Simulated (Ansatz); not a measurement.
# Be(0001) film, 6 layers, flat: channels in plane against thickness

Aim: the ballistic channels of flat films against thickness, first Be(0001) film, 6 layers, flat.

Program: Ansatz 0.2.0. Level of theory: Ansatz plane-wave DFT, PBE, PAW files; ballistic transport by layer matching (Landauer), zero bias. Results are calculated unless marked as measured.

### Step 1. The starting structure

The cell holds 12 atoms: 12 Be. Cell: a = 19.958 Å, b = 2.287 Å, c = 3.961 Å, α = 90.0°, β = 90.0°, γ = 90.0°. It derives from Be. Vacuum lies along a. The structure's axis is c.

### Step 2. With 6 layers

Vacuum lies along the first vector, which takes one k-point, and the current runs in the film's plane. One period is a perfect wire, so its channels are the result. Energies from -0.27 to 0.27 eV in steps of 0.036 eV cover the slope of the Fermi function at 300 K, so the program can form a conductance.

The input, input.yaml:

```yaml
crystal:
  lattice:
    - [19.95825, 0.0, 0.0]
    - [0.0, 2.2866, 0.0]
    - [0.0, 0.0, 3.9605073766]
  atoms:
    - { symbol: Be, position: [0.22547067, 0.0, 0.0] }
    - { symbol: Be, position: [0.22547067, 0.5, 0.5] }
    - { symbol: Be, position: [0.3152405647, 0.0, 0.3333333333] }
    - { symbol: Be, position: [0.3152405647, 0.5, 0.8333333333] }
    - { symbol: Be, position: [0.4050104593, 0.0, 0.0] }
    - { symbol: Be, position: [0.4050104593, 0.5, 0.5] }
    - { symbol: Be, position: [0.494780354, 0.0, 0.3333333333] }
    - { symbol: Be, position: [0.494780354, 0.5, 0.8333333333] }
    - { symbol: Be, position: [0.5845502486, 0.0, 0.0] }
    - { symbol: Be, position: [0.5845502486, 0.5, 0.5] }
    - { symbol: Be, position: [0.6743201433, 0.0, 0.3333333333] }
    - { symbol: Be, position: [0.6743201433, 0.5, 0.8333333333] }
kpoints:
  mp_grid: { grid: [1, 18, 11] }
hamiltonian:
  xc: pbe
scf:
  occupations: { method: fermi_dirac, width: 0.1 }
output:
  transmission:
    leads: [[0, 0]]
    kmesh: [1, 54]
    e_range: [-0.27, 0.27]
    de: 0.036
```

Launch:

```
$ ansatz run input.yaml --threads 4 --pin off --max-ram 8192MiB --backend cpu --events-out ev --progress --plain --runs-dir out
```

Numbers of over 12 decimals in the logs are rounded to 6 here.

Log:

```text
Engine: ansatz 0.2.0, aarch64-unknown-linux-gnu
Pseudopotentials: kind: paw
Pseudopotential: Be, paw, valence charge 2, recommended cutoff 420 eV (normal), Be.paw.azcp
Functional definition: PBE
  parameter kappa = 0.804
  parameter beta = 0.066725
  exchange = pbe_x(kappa = kappa, mu = beta*pi^2/3)
  correlation = pbe_c(beta = beta)
Crystal: 12 atoms, lattice volume = 180.744 Å³
Basis set: ecut = 420 eV, 3565 PW (Γ)
Bands: 24, of which v1, the nominal top of the filled ones, is band 12 counted from 1 (11 counted from 0)
Symmetry: 8 space group operations
Space group: P-3m1 (ITA 164), of the structure as read, at distance tolerance 5.7e-5 Å
k-points: 60 of 198
Non-local potential: Be, projectors of the file, l = 0: 2, l = 1: 2, l = 2: 1
PAW form: soft (Blöchl's): semilocal exchange-correlation on the pseudo side does not see the compensation charge
PAW one-centre angular grid: Be, 110 points (default); XC on 64 Gauss nodes
Initial density: superposition of atomic densities (neutral atoms: chi_scale 0, normalization atom), corrected by the library's trained network
Initial wavefunctions: pseudopotential atomic-orbital guess
Functional: x = pbe(κ = 0.804, μ = 0.219515), c = pbe(β = 0.066725)
SCF iter   1: F=—  HF=-1111.144733 eV  |F-HF|=—  |Δ(HF+E_count)|=         —  Δρ=2.04e-3  dr2=1.89e-2  ethr=1.77e-3  ⟨swp⟩=10.5  Hψ=12645  notcnv=0  defer=112
preconditioner: auto → LDOS  [metal: Δε(μ)=0.025 eV  Ē_g=8.471 eV  σ=0.100 eV  W_gap=0.06  n_scr=26 (ndim 8)  ℏωp=13.5 eV  f_vac=0.344  D(μ)=2.49/eV (n_scr^D=10)  β→1.0]
SCF iter   2: F=—  HF=-1111.145656 eV  |F-HF|=—  |Δ(HF+E_count)|=   9.23e-4  Δρ=9.43e-4  dr2=4.65e-3  ethr=7.88e-5  ⟨swp⟩=2.5  Hψ=2896  notcnv=0  defer=137
SCF iter   3: F=—  HF=-1111.144395 eV  |F-HF|=—  |Δ(HF+E_count)|=   1.26e-3  Δρ=2.83e-4  dr2=4.89e-4  ethr=1.94e-5  ⟨swp⟩=2.0  Hψ=1913  notcnv=0  defer=137
SCF iter   4: F=—  HF=-1111.144290 eV  |F-HF|=—  |Δ(HF+E_count)|=   1.05e-4  Δρ=5.98e-5  dr2=3.19e-5  ethr=2.04e-6  ⟨swp⟩=2.2  Hψ=2034  notcnv=0  defer=137
SCF iter   5: F=—  HF=-1111.144288 eV  |F-HF|=—  |Δ(HF+E_count)|=   1.66e-6  Δρ=1.56e-5  dr2=1.22e-6  ethr=1.33e-7  ⟨swp⟩=1.8  Hψ=1642  notcnv=0  defer=136
SCF iter   6: F=-1111.144289 eV  HF=-1111.144289 eV  |F-HF|=2.93e-9  |Δ(HF+E_count)|=   5.17e-7  Δρ=2.39e-6  dr2=1.83e-8  ethr=4.17e-10  ⟨swp⟩=10.7  Hψ=8201  notcnv=0
SCF 1 converged in 6 iterations: F = -1111.144289 eV  dr2 = 1.83e-8
  greatest PAW one-centre occupation: 0.366 electrons in one spin orbital (limit 2), on the Be atom at site 9 (counted from 0), in its partial waves of l = 0
transmission: 15 of 140 steps passed
transmission: 30 of 140 steps passed
[...]
transmission: 140 of 140 steps passed
SCF converged after 6 iterations
Free energy (F): -1111.144289 eV
Harris-Foulkes:  -1111.144289 eV  (|F-HF|=2.93e-9)
Internal energy: -1111.061889 eV  (E = F + TS)
E sigma→0 (E₀):  -1111.103089 eV
Entropy (-TS):   -0.082400 eV (-6.867 meV/atom)
Fermi energy:    1.570113 eV
--- Per-component energies (eV) ---
  E_band       = -60.708136
  E_kinetic    = 239.138184
  E_local      = -4035.620478  (includes V_loc(G=0)·N_el)
  E_nonlocal   = 53.945761
  E_hartree    = 1970.558748
  E_xc         = -231.827511
  E_vxc        = -242.367242  (∫ρ·V_xc dr)
  E_paw        = -714.587870  (= ΣΔE_a)
  E_vpaw       = -16.919083  (= ΣTr[D̂ρ^β])
  E_aug_tail   = -0.000008  (compensation charges beyond the density's cutoff)
  E_ewald      = 1607.331286
  E_smearing   = -0.082400  (= −TS)
  E_closure    = 0.000000  (closes the sum)
  Σ components = -1111.144289   (vs F -1111.144289, Δ=0.00e0)
--- Band table (eV; the first three rows and the last of 60) ---
  k-point 0: bands = [... 8 lower, -1.1957, -1.1912, -0.7202, -0.3157, -0.3046, 3.9116, 3.9592, 4.5383, ... 8 higher]
  k-point 1: bands = [... 8 lower, -1.1324, -0.9259, -0.6482, -0.0735, -0.0617, 3.9377, 4.0781, 4.5719, ... 8 higher]
  k-point 2: bands = [... 8 lower, -1.2936, -0.9437, -0.4323, 0.0813, 0.7460, 3.9036, 4.5175, 4.6704, ... 8 higher]
  k-point 59: bands = [... 8 lower, -0.2847, -0.2847, -0.2796, -0.2796, 3.8707, 3.8707, 4.0319, 4.0319, ... 8 higher]
--- Transmission ---
  basis      : 393 plane waves across, 5 finite elements along
  points     : 28, standing for a mesh of 1 x 54
  filling    : by the input's occupations and mesh, since the crystals that have channels conduct as metals do. If one of these is a semiconductor, that mesh has misplaced its level
  energies   : 16 from -0.270000 to 0.270000 eV about the Fermi level, 0.036000 eV apart; the leads are filled to 0.000000 eV, and channels, transmission and decay are at 0.018000 eV
  crystal 0  : Be12, at the sites [0, 0], period 3.9605 Å: whole cells are its period
    offset         : up to 0.0000 Å between an atom of the period and one for which it stands
    filled         : 13.4 meV over the level at which it is neutral
    channels       : 2.388889e0 a spin
    conductance    : 4.3128e14 S/m² at 300 K; may be off by some 0.0 % by where its bands' edges are placed, 9.0 % from the k-mesh, 1.6 % from the distance to neutral
    slowest decay  : 0.0357 /Å at (0.0000, 0.3519)
```

Run time: 8.7 min. Hardware: 4 threads of Arm Neoverse V2, shared host; peak memory 1.7 GiB.

Reading the cycles: dr2 is the Hartree energy of the density residual (eV), the measure of convergence; HF is the Harris–Foulkes estimate of the energy, which meets the free energy F at convergence.

This step gave:

```yaml
free_energy: -1111.1443 eV
energy_at_zero_smearing: -1111.1031 eV
fermi_energy: 1.570 eV
cell_area: 45.64 Å²
estimated_errors_of_the_lead_s_conductance: 0, 9, 1.6 % (band edges, k-mesh, distance from neutral)
lead_conductance_per_cell: 2.540 G₀
```

Per spin. Table of open channels, zone mean, lead by energy, zero at the Fermi level:

| energy (eV) | open channels, zone mean, lead |
| --- | --- |
| -0.270 | 3.35 |
| -0.234 | 3.35 |
| -0.198 | 3.43 |
| -0.162 | 3.39 |
| -0.126 | 3.20 |
| -0.090 | 2.83 |
| -0.054 | 2.69 |
| -0.018 | 2.57 |
| 0.018 | 2.39 |
| 0.054 | 2.46 |
| 0.090 | 2.24 |
| 0.126 | 2.24 |
| 0.162 | 2.13 |
| 0.198 | 2.06 |
| 0.234 | 1.91 |
| 0.270 | 1.69 |

The program's largest error estimate for it is 9 %, from the k-mesh.

### Step 3. With 7 layers, thickness 12.542 A

The film grows to 7 layers.

System of this step: Be(0001) film, 7 layers, flat. The cell holds 14 atoms: 14 Be. Its edges and angles: a = 21.750 Å, b = 2.287 Å, c = 3.961 Å, α = 90.0°, β = 90.0°, γ = 90.0°. It derives from Be. Vacuum lies along a. The structure's axis is c.

The input, input.yaml:

```yaml
crystal:
  lattice:
    - [21.7499, 0.0, 0.0]
    - [0.0, 2.2866, 0.0]
    - [0.0, 0.0, 3.9605073766]
  atoms:
    - { symbol: Be, position: [0.206897503, 0.0, 0.0] }
    - { symbol: Be, position: [0.206897503, 0.5, 0.5] }
    - { symbol: Be, position: [0.2892725944, 0.0, 0.3333333333] }
    - { symbol: Be, position: [0.2892725944, 0.5, 0.8333333333] }
    - { symbol: Be, position: [0.3716476857, 0.0, 0.0] }
    - { symbol: Be, position: [0.3716476857, 0.5, 0.5] }
    - { symbol: Be, position: [0.4540227771, 0.0, 0.3333333333] }
    - { symbol: Be, position: [0.4540227771, 0.5, 0.8333333333] }
    - { symbol: Be, position: [0.5363978685, 0.0, 0.0] }
    - { symbol: Be, position: [0.5363978685, 0.5, 0.5] }
    - { symbol: Be, position: [0.6187729599, 0.0, 0.3333333333] }
    - { symbol: Be, position: [0.6187729599, 0.5, 0.8333333333] }
    - { symbol: Be, position: [0.7011480513, 0.0, 0.0] }
    - { symbol: Be, position: [0.7011480513, 0.5, 0.5] }
kpoints:
  mp_grid: { grid: [1, 18, 11] }
hamiltonian:
  xc: pbe
scf:
  occupations: { method: fermi_dirac, width: 0.1 }
output:
  transmission:
    leads: [[0, 0]]
    kmesh: [1, 54]
    e_range: [-0.27, 0.27]
    de: 0.036
```

Log:

```text
[...]
Crystal: 14 atoms, lattice volume = 196.969 Å³
Basis set: ecut = 420 eV, 3847 PW (Γ)
Bands: 28, of which v1, the nominal top of the filled ones, is band 14 counted from 1 (13 counted from 0)
[... 1 set-up line as in the run before ...]
[...]
k-points: 60 of 198 (time reversal used)
[...]
k-point 59: bands = [... 10 lower, 0.2223, 0.2223, 0.2332, 0.2332, 4.2083, 4.2083, 4.3357, 4.3357, ... 10 higher]
--- Transmission ---
  basis      : 427 plane waves across, 5 finite elements along
  points     : 28, standing for a mesh of 1 x 54
[...]
crystal 0  : Be14, at the sites [0, 0], period 3.9605 Å: whole cells are its period
[...]
filled         : 13.8 meV over the level at which it is neutral
    channels       : 2.722222e0 a spin
[...]
[key lines of the parts left out:]
SCF converged after 6 iterations
Free energy (F): -1296.672898 eV
Fermi energy:    2.088051 eV
```

Elapsed: 9.6 min, on 4 threads; peak memory 2 GiB; 37 min of CPU time.

Numbers from this step:

- free energy: -1296.6729 eV
- energy at zero smearing: -1296.6293 eV
- Fermi energy: 2.088 eV
- cell area: 49.73 Å²
- estimated errors of the lead's conductance: 0, 10.1, 1.9 % (band edges, k-mesh, distance from neutral)
- lead conductance per cell: 2.856 G₀

Per spin. The open channels, zone mean, lead by energy, zero at the Fermi level:

| energy (eV) | open channels, zone mean, lead |
| --- | --- |
| -0.270 | 3.46 |
| -0.234 | 3.46 |
| -0.198 | 3.54 |
| -0.162 | 3.46 |
| -0.126 | 3.39 |
| -0.090 | 3.24 |
| -0.054 | 3.02 |
| -0.018 | 2.98 |
| 0.018 | 2.72 |
| 0.054 | 2.72 |
| 0.090 | 2.61 |
| 0.126 | 2.39 |
| 0.162 | 2.35 |
| 0.198 | 2.31 |
| 0.234 | 2.24 |
| 0.270 | 2.20 |

The lead conductance per cell is 2.86 G₀, 12 % over the 2.54 G₀ of the last finished run, no more than the error estimates, leads' steps apart, of 9 and 10 % together.

### Step 4. With 8 layers, thickness 14.333 A

The film grows to 8 layers.

System of this step: Be(0001) film, 8 layers, flat. The cell holds 16 atoms: 16 Be. Cell: a = 23.542 Å, b = 2.287 Å, c = 3.961 Å, α = 90.0°, β = 90.0°, γ = 90.0°. It derives from Be. Vacuum lies along a. The structure's axis is c.

The input, input.yaml:

```yaml
crystal:
  lattice:
    - [23.54155, 0.0, 0.0]
    - [0.0, 2.2866, 0.0]
    - [0.0, 0.0, 3.9605073766]
  atoms:
    - { symbol: Be, position: [0.1911513898, 0.0, 0.0] }
    - { symbol: Be, position: [0.1911513898, 0.5, 0.5] }
    - { symbol: Be, position: [0.2672572537, 0.0, 0.3333333333] }
    - { symbol: Be, position: [0.2672572537, 0.5, 0.8333333333] }
    - { symbol: Be, position: [0.3433631176, 0.0, 0.0] }
    - { symbol: Be, position: [0.3433631176, 0.5, 0.5] }
    - { symbol: Be, position: [0.4194689814, 0.0, 0.3333333333] }
    - { symbol: Be, position: [0.4194689814, 0.5, 0.8333333333] }
    - { symbol: Be, position: [0.4955748453, 0.0, 0.0] }
    - { symbol: Be, position: [0.4955748453, 0.5, 0.5] }
    - { symbol: Be, position: [0.5716807092, 0.0, 0.3333333333] }
    - { symbol: Be, position: [0.5716807092, 0.5, 0.8333333333] }
    - { symbol: Be, position: [0.6477865731, 0.0, 0.0] }
    - { symbol: Be, position: [0.6477865731, 0.5, 0.5] }
    - { symbol: Be, position: [0.723892437, 0.0, 0.3333333333] }
    - { symbol: Be, position: [0.723892437, 0.5, 0.8333333333] }
kpoints:
  mp_grid: { grid: [1, 18, 11] }
hamiltonian:
  xc: pbe
scf:
  occupations: { method: fermi_dirac, width: 0.1 }
output:
  transmission:
    leads: [[0, 0]]
    kmesh: [1, 54]
    e_range: [-0.27, 0.27]
    de: 0.036
```

Log:

```text
[...]
Crystal: 16 atoms, lattice volume = 213.195 Å³
Basis set: ecut = 420 eV, 4181 PW (Γ)
Bands: 32, of which v1, the nominal top of the filled ones, is band 16 counted from 1 (15 counted from 0)
[... 1 set-up line as in the run before ...]
[...]
k-points: 60 of 198
[...]
k-point 59: bands = [... 12 lower, 0.6640, 0.6640, 0.6663, 0.6663, 4.5134, 4.5134, 4.5931, 4.5931, ... 12 higher]
--- Transmission ---
  basis      : 461 plane waves across, 5 finite elements along
  points     : 28, standing for a mesh of 1 x 54
[...]
crystal 0  : Be16, at the sites [0, 0], period 3.9605 Å: whole cells are its period
[...]
filled         : 11.3 meV over the level at which it is neutral
    channels       : 3.092593e0 a spin
[...]
[key lines of the parts left out:]
SCF converged after 6 iterations
Free energy (F): -1482.201040 eV
Fermi energy:    2.533982 eV
```

It took 13 min on 4 threads; peak memory 2.3 GiB; 51 min of CPU time.

Numbers from this step:

* free energy: -1482.2010 eV
* energy at zero smearing: -1482.1544 eV
* Fermi energy: 2.534 eV
* cell area: 53.83 Å²
* estimated errors of the lead's conductance: 0, 9.2, 1.6 % (band edges, k-mesh, distance from neutral)
* lead conductance per cell: 3.112 G₀

Per spin. Open channels, zone mean, lead against energy, zero at the Fermi level:

| energy (eV) | open channels, zone mean, lead |
| --- | --- |
| -0.270 | 3.69 |
| -0.234 | 3.69 |
| -0.198 | 3.83 |
| -0.162 | 3.61 |
| -0.126 | 3.46 |
| -0.090 | 3.39 |
| -0.054 | 3.31 |
| -0.018 | 3.31 |
| 0.018 | 3.09 |
| 0.054 | 2.87 |
| 0.090 | 2.65 |
| 0.126 | 2.54 |
| 0.162 | 2.54 |
| 0.198 | 2.43 |
| 0.234 | 2.39 |
| 0.270 | 2.28 |

The lead conductance per cell is 3.11 G₀, 9.0 % over the 2.86 G₀ of the last finished run, within the error estimates, leads' steps apart, of 10 and 9.2 %.

### Step 5. With 10 layers, thickness 17.916 A

The film grows to 10 layers.

System of this step: Be(0001) film, 10 layers, flat. The cell holds 20 atoms: 20 Be. Cell: a = 27.125 Å, b = 2.287 Å, c = 3.961 Å, α = 90.0°, β = 90.0°, γ = 90.0°. It derives from Be. Vacuum lies along a. The structure's axis is c.

The input, input.yaml:

```yaml
crystal:
  lattice:
    - [27.12485, 0.0, 0.0]
    - [0.0, 2.2866, 0.0]
    - [0.0, 0.0, 3.9605073766]
  atoms:
    - { symbol: Be, position: [0.1658995349, 0.0, 0.0] }
    - { symbol: Be, position: [0.1658995349, 0.5, 0.5] }
    - { symbol: Be, position: [0.2319515131, 0.0, 0.3333333333] }
    - { symbol: Be, position: [0.2319515131, 0.5, 0.8333333333] }
    - { symbol: Be, position: [0.2980034913, 0.0, 0.0] }
    - { symbol: Be, position: [0.2980034913, 0.5, 0.5] }
    - { symbol: Be, position: [0.3640554694, 0.0, 0.3333333333] }
    - { symbol: Be, position: [0.3640554694, 0.5, 0.8333333333] }
    - { symbol: Be, position: [0.4301074476, 0.0, 0.0] }
    - { symbol: Be, position: [0.4301074476, 0.5, 0.5] }
    - { symbol: Be, position: [0.4961594258, 0.0, 0.3333333333] }
    - { symbol: Be, position: [0.4961594258, 0.5, 0.8333333333] }
    - { symbol: Be, position: [0.5622114039, 0.0, 0.0] }
    - { symbol: Be, position: [0.5622114039, 0.5, 0.5] }
    - { symbol: Be, position: [0.6282633821, 0.0, 0.3333333333] }
    - { symbol: Be, position: [0.6282633821, 0.5, 0.8333333333] }
    - { symbol: Be, position: [0.6943153603, 0.0, 0.0] }
    - { symbol: Be, position: [0.6943153603, 0.5, 0.5] }
    - { symbol: Be, position: [0.7603673384, 0.0, 0.3333333333] }
    - { symbol: Be, position: [0.7603673384, 0.5, 0.8333333333] }
kpoints:
  mp_grid: { grid: [1, 18, 11] }
hamiltonian:
  xc: pbe
scf:
  occupations: { method: fermi_dirac, width: 0.1 }
output:
  transmission:
    leads: [[0, 0]]
    kmesh: [1, 54]
    e_range: [-0.27, 0.27]
    de: 0.036
```

Log:

```text
[...]
Crystal: 20 atoms, lattice volume = 245.645 Å³
Basis set: ecut = 420 eV, 4841 PW (Γ)
Bands: 40, of which v1, the nominal top of the filled ones, is band 20 counted from 1 (19 counted from 0)
[... 1 set-up line as in the run before ...]
[...]
k-points: 60 of 198
[...]
k-point 59: bands = [... 16 lower, 1.3747, 1.3747, 1.3753, 1.3753, 5.0352, 5.0352, 5.0750, 5.0750, ... 16 higher]
--- Transmission ---
  basis      : 533 plane waves across, 5 finite elements along
  points     : 28, standing for a mesh of 1 x 54
[...]
crystal 0  : Be20, at the sites [0, 0], period 3.9605 Å: whole cells are its period
[...]
filled         : 8.5 meV over the level at which it is neutral
    channels       : 3.500000e0 a spin
[...]
[key lines of the parts left out:]
SCF converged after 7 iterations
Free energy (F): -1853.253699 eV
Fermi energy:    3.253897 eV
```

Elapsed: 23 min, on 4 threads; peak memory 3.2 GiB.

This step gave:

```yaml
free_energy: -1853.2537 eV
energy_at_zero_smearing: -1853.2019 eV
fermi_energy: 3.254 eV
cell_area: 62.02 Å²
estimated_errors_of_the_lead_s_conductance: 0, 9, 0.7 % (band edges, k-mesh, distance from neutral)
lead_conductance_per_cell: 3.560 G₀
```

Per spin. The open channels, zone mean, lead by energy, zero at the Fermi level:

| energy (eV) | open channels, zone mean, lead |
| --- | --- |
| -0.270 | 3.91 |
| -0.234 | 3.94 |
| -0.198 | 4.06 |
| -0.162 | 3.91 |
| -0.126 | 3.83 |
| -0.090 | 3.80 |
| -0.054 | 3.69 |
| -0.018 | 3.69 |
| 0.018 | 3.5 |
| 0.054 | 3.35 |
| 0.090 | 3.13 |
| 0.126 | 2.98 |
| 0.162 | 2.91 |
| 0.198 | 2.91 |
| 0.234 | 2.69 |
| 0.270 | 2.69 |

The lead conductance per cell is 3.56 G₀, 14 % over the 3.11 G₀ of the last finished run, no more than the error estimates, leads' steps apart, of 9.2 and 9 % together.

### Step 6. All levels side by side

Times are for 4 threads of Arm Neoverse V2, shared host. Results by setting:

| no. | layers | lead conductance per cell (G₀) | time | memory (GiB) |
| --- | --- | --- | --- | --- |
| 1 | 6 | 2.540 | 8.7 min | 1.7 |
| 2 | 7 | 2.856 | 9.6 min | 2.0 |
| 3 | 8 | 3.112 | 13 min | 2.3 |
| 4 | 10 | 3.560 | 23 min | 3.2 |

The runs together. Table of open channels, zone mean by energy, zero at the Fermi level:

| energy (eV) | 6 | 7 | 8 | 10 |
| --- | --- | --- | --- | --- |
| -0.270 | 3.35 | 3.46 | 3.69 | 3.91 |
| -0.234 | 3.35 | 3.46 | 3.69 | 3.94 |
| -0.198 | 3.43 | 3.54 | 3.83 | 4.06 |
| -0.162 | 3.39 | 3.46 | 3.61 | 3.91 |
| -0.126 | 3.20 | 3.39 | 3.46 | 3.83 |
| -0.090 | 2.83 | 3.24 | 3.39 | 3.80 |
| -0.054 | 2.69 | 3.02 | 3.31 | 3.69 |
| -0.018 | 2.57 | 2.98 | 3.31 | 3.69 |
| 0.018 | 2.39 | 2.72 | 3.09 | 3.5 |
| 0.054 | 2.46 | 2.72 | 2.87 | 3.35 |
| 0.090 | 2.24 | 2.61 | 2.65 | 3.13 |
| 0.126 | 2.24 | 2.39 | 2.54 | 2.98 |
| 0.162 | 2.13 | 2.35 | 2.54 | 2.91 |
| 0.198 | 2.06 | 2.31 | 2.43 | 2.91 |
| 0.234 | 1.91 | 2.24 | 2.39 | 2.69 |
| 0.270 | 1.69 | 2.20 | 2.28 | 2.69 |

### Step 7. Results

| Item | Value |
| --- | --- |
| conductance per cell, 6 layers | 2.54 G₀ |
| conductance per cell, 7 layers | 2.86 G₀ |
| conductance per cell, 8 layers | 3.11 G₀ |
| conductance per cell, 10 layers | 3.56 G₀ |

**Reading.** The conductance per cell width goes from 2.54 G0 at 6 to 3.56 G0 at 10 layers. Over the film's own cross-section (layers × spacing × width) the conductance runs from 0.80 to 0.67×10¹⁵ S/m²; that nominal section leaves out the charge that spills into the vacuum, which flatters the thinnest films. The gains from one thickness to the next are 0.32, 0.26 and 0.22 G0 per added layer; their spread isn't beyond the error estimates. The film repeats perfectly along the current, so nothing scatters; its faces are clean and not relaxed. The program's error estimate for the conductance, leads' steps apart, is near 10 %.

[Logs are printed without paths, hosts, clocks, repeated set-up lines and the standing remarks that a program may print on its own settings, such as how far it seeks lower states.]

[Hosts, paths, dates, database ids (printed as entryN), source tags and the programs' standing remarks are cut or masked in the printed files.]
